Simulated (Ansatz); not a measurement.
## Core levels in a random alloy: Al20Ag7 (Al on 74 % of the Ag sites, one arrangement)

Wanted: how composition and neighbours shift and broaden the core lines of Al20Ag7 (Al on 74 % of the Ag sites, one arrangement). Spin–orbit coupling is left out of the bands throughout.

Calculated with Ansatz 0.2.0; DFT, LDA, plane-wave PAW, default files, scalar-relativistic.

This is a report of a sequence of runs, with most program output left out.

**1. Starting point**

The cell holds 27 atoms: 20 Al and 7 Ag. Cell: a = 8.630 Å, b = 8.630 Å, c = 8.630 Å, α = 60.0°, β = 60.0°, γ = 60.0°. It derives from Ag and Al. How the cell was made: random alloy; site: Ag; solute: Al; fraction 0.7407; sites picked by the rule 'random', which a small cell need not show; lattice typed at the start.

**2. Relaxation**

Atoms near a foreign or missing neighbour move off the ideal sites, so they are relaxed first.

The input, input.yaml:

```yaml
crystal:
  lattice:
    - [0.0, 6.1020903179, 6.1020903179]
    - [6.1020903179, 0.0, 6.1020903179]
    - [6.1020903179, 6.1020903179, 0.0]
  atoms:
    - { symbol: Al, position: [0.0, 0.0, 0.0] }
    - { symbol: Al, position: [0.0, 0.0, 0.3333333333] }
    - { symbol: Al, position: [0.0, 0.0, 0.6666666667] }
    - { symbol: Al, position: [0.0, 0.3333333333, 0.0] }
    - { symbol: Al, position: [0.0, 0.3333333333, 0.3333333333] }
    - { symbol: Ag, position: [0.0, 0.3333333333, 0.6666666667] }
    - { symbol: Al, position: [0.0, 0.6666666667, 0.0] }
    - { symbol: Ag, position: [0.0, 0.6666666667, 0.3333333333] }
[... 15 atom lines left out ...]
    - { symbol: Al, position: [0.6666666667, 0.3333333333, 0.6666666667] }
    - { symbol: Al, position: [0.6666666667, 0.6666666667, 0.0] }
    - { symbol: Ag, position: [0.6666666667, 0.6666666667, 0.3333333333] }
    - { symbol: Ag, position: [0.6666666667, 0.6666666667, 0.6666666667] }
kpoints:
  mp_grid: { grid: [4, 4, 4] }
scf:
  occupations: { method: fermi_dirac, width: 0.08 }
  n_extra_bands: 27
hamiltonian:
  xc: lda
  pseudopotentials: { kind: paw }
output:
  forces: true
relax:
  f_tol: 0.04
  max_steps: 35
  cell: {}
```

Started as:

```
ansatz run input.yaml --threads 4 --pin off --max-ram 14336MiB --backend cpu --events-out ev --progress --plain --runs-dir out
```

Run time: 19 min. Hardware: 4 threads of Intel Xeon at 2.50GHz (Skylake/Cascade Lake), shared host; peak memory 2.3 GiB; 71 min of CPU time.

Relaxation path:

```
step  energy less that of the first step (eV)  largest force component (eV/Å)  pressure (GPa)  volume (Å³)
   1                                   0.0000                          0.2324           -5.22       454.43
   2                                  -0.2697                          0.2041            5.20       408.42
   3                                  -0.5787                          0.0593           -0.50       429.56
   4                                  -0.6188                          0.0850            0.40       426.48
   5                                  -0.6380                          0.0681            0.30       426.97
   6                                  -0.6490                          0.0221           -0.02       428.62
   7                                  -0.6504                          0.0547           -0.04       428.77
   8                                  -0.6541                          0.0399            0.01       428.60
   9                                  -0.6384                          0.0654            0.30       428.27
  10                                  -0.6576                          0.0205           -0.06       429.01
  11                                  -0.6600                          0.0245            0.04       428.74
  12                                  -0.6579                          0.0324            0.01       429.00
  13                                  -0.6618                          0.0103           -0.01       428.95
 14*                                  -0.6568                          0.0103           -0.03       428.95
  15                                  -0.6569                          0.0138            0.05       428.64
  16                                  -0.6570                          0.0036            0.00       428.81
 17*                                  -0.6569                          0.0036            0.00       428.81
```

Relaxation steps marked * repeat the geometry before them on a plane-wave basis chosen anew for their cell, so energy and pressure can jump there. Relaxation steps 9, 12, 15 were tried and not accepted.

```
     cell as run  before  after  change
           a (Å)   8.630  8.709  +0.9 %
           b (Å)   8.630  8.421  -2.4 %
           c (Å)   8.630  8.663  +0.4 %
           α (°)   60.00  57.92  -3.5 %
           β (°)   60.00  58.01  -3.3 %
           γ (°)   60.00  58.12  -3.1 %
volume (Å³/atom)   16.83  15.88  -5.6 %
```

The atoms that moved most (Å, as changes of fractional coordinates times the final cell):

```
atom      dx      dy      dz  length
 Al9  -0.052  -0.067  -0.042   0.094
Ag27   0.071   0.001  -0.061   0.093
Al20  -0.048  -0.030  -0.064   0.085
 Al5   0.054   0.042   0.039   0.078
 Ag8   0.031  -0.043   0.046   0.070
Ag21  -0.001  -0.020   0.063   0.066
Ag26  -0.021   0.025  -0.057   0.066
Ag17  -0.060   0.008  -0.024   0.065
```

Numbers from this step:

```
free energy             : -62465.3462 eV
energy at zero smearing : -62465.2528 eV
smearing term TS        : 0.1869 eV
Fermi energy            : 11.20 eV
symmetry operations     : 1
pressure                : 4.57e-4 GPa
```

The relaxation ends with a largest force component of 0.0036 eV/Å and a pressure of 0.00 GPa.

**3. Valence states**

The base run gives the projected DOS, from which the spectra are built.

The input, input.yaml:

```yaml
crystal:
  lattice:
    - [0.1176357709, 6.208190935, 6.1068987078]
    - [5.9522217636, 0.2732728247, 5.9512616541]
    - [6.0741235319, 6.1744556495, 0.1513710564]
  atoms:
    - { symbol: Al, position: [0.0036022076, 0.003296356, 0.0020382838] }
    - { symbol: Al, position: [0.0050517809, 0.0030429832, 0.3311102214] }
    - { symbol: Al, position: [0.0014427104, 0.0006507382, 0.6670226678] }
    - { symbol: Al, position: [0.0020077324, 0.3359594586, -0.0002778558] }
    - { symbol: Al, position: [0.0020653824, 0.3376104612, 0.3379169859] }
    - { symbol: Ag, position: [0.0046524274, 0.3259444996, 0.6701709836] }
    - { symbol: Al, position: [-0.0058968539, 0.6715485466, 0.0035531676] }
    - { symbol: Ag, position: [-0.0023902182, 0.6769212972, 0.3283944126] }
[... 15 atom lines left out ...]
    - { symbol: Al, position: [0.6688639482, 0.3352113148, 0.6680893556] }
    - { symbol: Al, position: [0.6670433999, 0.6715531219, -0.0013682899] }
    - { symbol: Ag, position: [0.6658818434, 0.6577645437, 0.3386404563] }
    - { symbol: Ag, position: [0.6557411169, 0.6673789926, 0.677810701] }
kpoints:
  mp_grid: { grid: [4, 4, 4] }
scf:
  occupations: { method: fermi_dirac, width: 0.08 }
  n_extra_bands: 27
hamiltonian:
  xc: lda
  pseudopotentials: { kind: paw }
output:
  forces: true
  stress: true
  dos:
    projected:
      site_lists:
        Al: [0, 1, 2, 3, 4, 6, 8, 9, 10, 11, 12, 13, 14, 15, 17, 19, 21, 22, 23, 24]
        Ag: [5, 7, 16, 18, 20, 25, 26]
    de: 0.05
    e_range: [-30, 12]
    method: { smearing: { sigma: 0.1, scheme: gaussian } }
```

It took 1.7 min on 4 threads; peak memory 2.1 GiB.

This step gave:

| Quantity | Value |
| --- | --- |
| pressure | 4.94e-4 GPa |
| zero of energy | Fermi level |
| share of occupied states in no projected shell | 0.0105 of the occupied states in the window |
| DOS at the Fermi level | 8.155 states/eV/cell |

The DOS has structure finer than the step of the table below, so its rows give means over 0.5 eV, whole bins alone (the curve runs from -12.8 to 3.92 eV). Peaks (eV: height): total -6.28: 41.5, -3.48: 12.7, 2.62: 14.2; Ag 4d -6.28: 34.3; Al 3p -3.48: 7.57, -1.98: 6.70, 0.42: 6.44, 2.62: 7.48; Al 3s -7.17: 2.99, 1.12: 3.17, 2.62: 3.29, 3.02: 3.19; Ag 5s -6.67: 0.767, 2.62: 0.967, 3.02: 0.913, 3.83: 0.971.

* holds the states left over by the projection beside any projected weight of its own. The DOS by E, zero at the Fermi level; means over each step; values in states/eV/cell:

```
E (eV)    total    Ag 4d   Al 3p    Al 3s   Ag 5s   Ag 5p*
 -12.0        0        0       0        0       0        0
 -11.5  0.00184        0  2.5e-5  0.00125  5.6e-4        0
 -11.0    0.783  0.00125   0.110    0.476   0.194  0.00102
 -10.5     2.54  0.00904   0.779     1.33   0.416  0.00625
 -10.0     2.89   0.0306    1.23     1.28   0.330   0.0105
  -9.5     4.03   0.0840    1.94     1.54   0.449   0.0176
  -9.0     4.21    0.187    2.15     1.51   0.342   0.0235
  -8.5     5.81    0.438    2.98     1.89   0.469   0.0344
  -8.0     7.31     1.31    3.40     2.17   0.389   0.0466
  -7.5     11.2     4.06    4.01     2.56   0.513   0.0581
  -7.0     19.5     12.1    4.10     2.60   0.619   0.0787
  -6.5     35.0     27.7    4.44     2.04   0.646    0.136
  -6.0     34.8     28.9    4.23     1.19   0.398    0.144
  -5.5     34.3     28.6    4.22    0.932   0.362    0.139
  -5.0     23.0     17.3    3.86     1.34   0.328    0.128
  -4.5     10.5     4.73    4.06     1.28   0.320    0.105
  -4.0     8.99     2.49    4.67     1.36   0.347    0.126
  -3.5     11.6     2.39    6.79     1.77   0.435    0.185
  -3.0     6.95     1.14    4.25     1.15   0.262    0.141
  -2.5     8.82     1.00    5.61     1.64   0.347    0.219
  -2.0     10.1    0.945    6.17     2.13   0.506    0.300
  -1.5     10.5    0.936    5.83     2.79   0.606    0.387
  -1.0     8.09    0.597    4.59     2.06   0.476    0.363
  -0.5     8.93    0.572    5.35     2.06   0.488    0.450
   0.0     9.09    0.502    5.21     2.29   0.480    0.609
   0.5     10.7    0.526    5.79     2.92   0.591    0.843
   1.0     10.1    0.440    5.07     2.98   0.675    0.985
   1.5     10.3    0.382    5.50     2.66   0.666     1.11
   2.0     10.6    0.342    5.64     2.59   0.734     1.26
   2.5     12.8    0.339    6.75     3.04   0.857     1.80
   3.0     11.9    0.275    6.16     2.83   0.848     1.81
   3.5     10.9    0.210    5.62     2.38   0.877     1.84
```

Sums over each group's atoms; a table of it gives point samples, which can step over narrow peaks. Table of DOS of the group by E, zero at the Fermi level; values in states/eV:

```
E (eV)  Ag: Ag 4d  Al: Al 3p  Al: Al 3s  Ag: Ag 5s
   -12          0          0          0          0
   -11    0.00134      0.115      0.522      0.214
   -10     0.0311       1.26       1.30      0.323
    -9      0.177       2.05       1.46      0.312
    -8       1.29       3.48       2.24      0.389
    -7       11.7       4.12       2.62      0.625
    -6       28.6       4.17       1.16      0.390
    -5       16.6       3.73       1.32      0.325
    -4       2.61       4.77       1.43      0.362
    -3       1.06       3.88       1.06      0.247
    -2      0.948       6.28       2.14      0.510
    -1      0.571       4.44       2.00      0.460
     0      0.495       5.14       2.24      0.473
     1      0.451       5.17       3.05      0.687
     2      0.344       5.61       2.60      0.753
     3      0.281       6.30       2.92      0.862
```

This run's widths, added to any smearing of the DOS itself: Gaussian 0.45 eV, Lorentzian 0.1 eV plus 0.05 an eV of depth. Table of intensity by binding energy, zero at the Fermi level; values in % of the maximum within 13 eV:

```
binding energy (eV)  21.2 eV  150 eV  600 eV  1486.7 eV  5950 eV
               -1.0    0.435   0.734   0.446      0.448    0.515
               -0.5    0.615    1.34   0.639      0.644    0.809
                0.0     2.28    8.82    2.50       2.55     4.04
                0.5     4.20    16.7    4.61       4.69     7.53
                1.0     4.63    17.0    5.08       5.19     8.14
                1.5     6.04    20.6    6.59       6.72     10.2
                2.0     6.37    20.2    6.81       6.84     9.70
                2.5     6.75    18.6    7.07       7.04     9.14
                3.0     8.23    18.4    8.49       8.44     10.1
                3.5     12.7    24.7    13.0       13.0     15.0
                4.0     16.0    25.3    16.3       16.2     17.9
                4.5     28.8    35.5    29.0       29.0     30.2
                5.0     65.2    68.1    65.3       65.3     65.7
                5.5     95.5    95.0    95.5       95.4     95.1
                6.0     99.9    99.6    99.8       99.8     99.7
                6.5     87.3    89.7    87.5       87.6     88.5
                7.0     50.3    56.9    50.6       50.8     52.9
                7.5     23.9    33.0    24.4       24.5     27.1
                8.0     11.3    20.2    11.8       11.9     14.4
                8.5     6.11    14.2    6.52       6.67     9.03
                9.0     3.85    10.9    4.22       4.37     6.55
                9.5     2.62    8.63    2.97       3.12     5.15
               10.0     1.89    6.77    2.20       2.36     4.18
               10.5     1.39    4.99    1.65       1.79     3.34
               11.0    0.961    2.85    1.11       1.20     2.08
               11.5        -    1.46   0.740      0.772     1.11
               12.0        -   0.948   0.564      0.578    0.741
               12.5        -   0.714   0.460      0.468    0.569
```

Maxima picked by a test of local sharpness, so broad peaks and shoulders can be missing; peaks within 0.45 eV of a curve's cut are left out. Valence peaks, by row:

```
photon energy (eV)  binding energy (eV)  height (% of the maximum within 13 eV)  main shell  its share (%)
              21.2                 6.05                                     100       Ag 4d          98.91
               150                  6.1                                     100       Ag 4d          88.75
               150                 3.75                                   25.89       Ag 4d          45.69
               150                  1.7                                   21.29       Al 3p           47.6
               600                 6.05                                     100       Ag 4d          98.58
              1487                 6.05                                     100       Ag 4d          98.54
              5950                  6.1                                     100       Ag 4d           96.2
              5950                 1.65                                   10.42       Ag 4d          42.75
```

Shapes are the site's partial DOS without matrix elements, which overweights lines from ligand s bands. Intensity against emission energy less the core level's binding energy, zero at the Fermi level; read off at these points; values in % of the unpolarised maximum:

```
emission energy less the core level's binding energy (eV)  Al K-beta  Al K-beta, E along x  Al K-beta, E along y  Al K-beta, E along z  Al L2,3  Ag L-beta2
                                                   -12.50       2.59                  2.56                  2.61                  2.59     2.24        5.41
                                                   -12.00       3.46                  3.41                  3.50                  3.47     3.54        6.35
                                                   -11.50       5.12                  5.03                  5.17                  5.14     7.35        7.54
                                                   -11.00       8.71                  8.54                  8.83                  8.76     20.2        9.10
                                                   -10.50       15.1                  14.7                  15.4                  15.3     38.0        11.2
                                                   -10.00       23.1                  22.3                  23.6                  23.5     47.0        14.1
                                                    -9.50       31.5                  30.5                  32.1                  31.8     53.2        18.1
                                                    -9.00       40.0                  39.2                  40.7                  40.3     59.6        23.8
                                                    -8.50       48.3                  47.8                  48.8                  48.3     67.4        32.1
                                                    -8.00       56.5                  56.4                  57.2                  55.9     77.2        43.8
                                                    -7.50       64.1                  65.1                  64.7                  62.5     89.1        59.2
                                                    -7.00       68.1                  70.0                  68.1                  66.3     87.7        76.8
                                                    -6.50       71.6                  72.2                  71.3                  71.1     72.5        92.2
                                                    -6.00       72.5                  71.5                  72.2                  73.9     50.7        99.7
                                                    -5.50       71.7                  70.8                  71.4                  73.0     41.4        96.5
                                                    -5.00       71.7                  72.4                  70.7                  72.0     49.3        83.8
                                                    -4.50       74.0                  76.4                  72.3                  73.4     48.9        66.9
                                                    -4.00       84.5                  86.8                  84.0                  82.8     52.7        51.3
                                                    -3.50       96.3                  99.6                  94.4                  94.8     61.7        39.3
                                                    -3.00       89.7                  89.9                  91.6                  87.5     50.3        30.5
                                                    -2.50       93.8                  92.1                  95.6                  93.7     61.4        24.1
                                                    -2.17       97.8                  98.0                  96.4                  98.9     71.7        20.9
                                                    -2.00       99.5                   101                  96.1                   101     80.7        19.5
                                                    -1.88      100.0                   102                  95.6                   102     87.8        18.6
                                                    -1.50       95.3                  96.6                  92.4                  96.6     99.6        16.0
                                                    -1.00       85.1                  84.4                  84.8                  85.5     81.1        13.2
                                                    -0.50       79.8                  77.3                  80.3                  79.6     78.1        10.9
                                                     0.00       47.1                  45.5                  45.4                  44.1     40.9        8.88
                                                     0.50       14.7                  14.2                  13.9                  13.8     2.38        7.25
                                                     1.00       6.80                  6.67                  6.63                  6.60    0.911        5.98
```

Recipe: projected DOS times atomic cross section and asymmetry factor (unpolarised light, 54.7° from the beam), occupied states only, Fermi edge at 300 K, a Lorentzian width of 0.1 eV growing by 0.05 eV per eV of binding energy, and a resolution of 0.45 eV. Curves are cut 10 eV under the photon energy, above any shell that the free atom's threshold puts out of reach, or at the lower edge of the window: 11.2 eV at 21.2 eV, 12.8 eV at 150 eV, 12.8 eV at 600 eV, 12.8 eV at 1486.7 eV and 12.8 eV at 5950 eV. A star in tables and legends marks shells that hold the states left over by the projection (1.1 % of the filled ones), a stand-in for orbitals that the files don't project on. Matrix elements of the solid and inelastic losses aren't modelled, nor non-dipole terms, which matter above 3 keV.

How the area divides among the shells (%):

```
shell  21.2 eV  150 eV  600 eV  1486.7 eV  5950 eV
Ag 5s      0.0     1.1     0.5        0.9      4.6
Ag 4d     95.4    65.1    93.9       93.6     85.0
Al 3s      2.2    13.5     3.5        4.3      9.5
Al 3p      2.3    20.2     2.1        1.1      0.7
```

Cross sections used, in Mb an electron:

```
shell  21.2 eV  150 eV  600 eV  1486.7 eV  5950 eV
Ag 5s    0.011  0.0095  0.0013     2.7e-4   1.9e-5
Ag 4d      1.9   0.038   0.018     0.0021   2.5e-5
Al 3s     0.15   0.028  0.0025     3.5e-4   1.0e-5
Al 3p    0.070   0.018  6.3e-4     4.0e-5   3.1e-7
```

The largest force component on a free atom is 0.004 eV/Å, so the atoms are at rest for these settings too. At the Fermi level the DOS is 8.15 states/eV a cell, and on the broadened curves Al 3p holds 58 % of the total there.

(Part 1 of 2 ends here.)

[Logs are printed without paths, hosts, clocks, repeated set-up lines and the standing remarks that a program may print on its own settings, such as how far it seeks lower states.]

[Hosts, paths, dates, database ids (printed as entryN), source tags and the programs' standing remarks are cut or masked in the printed files.]

[Maps of the electrostatic potential energy from Ansatz leave out the sawtooth potential of an applied field or a dipole correction, so their vacuum need not be flat; work functions include it.]
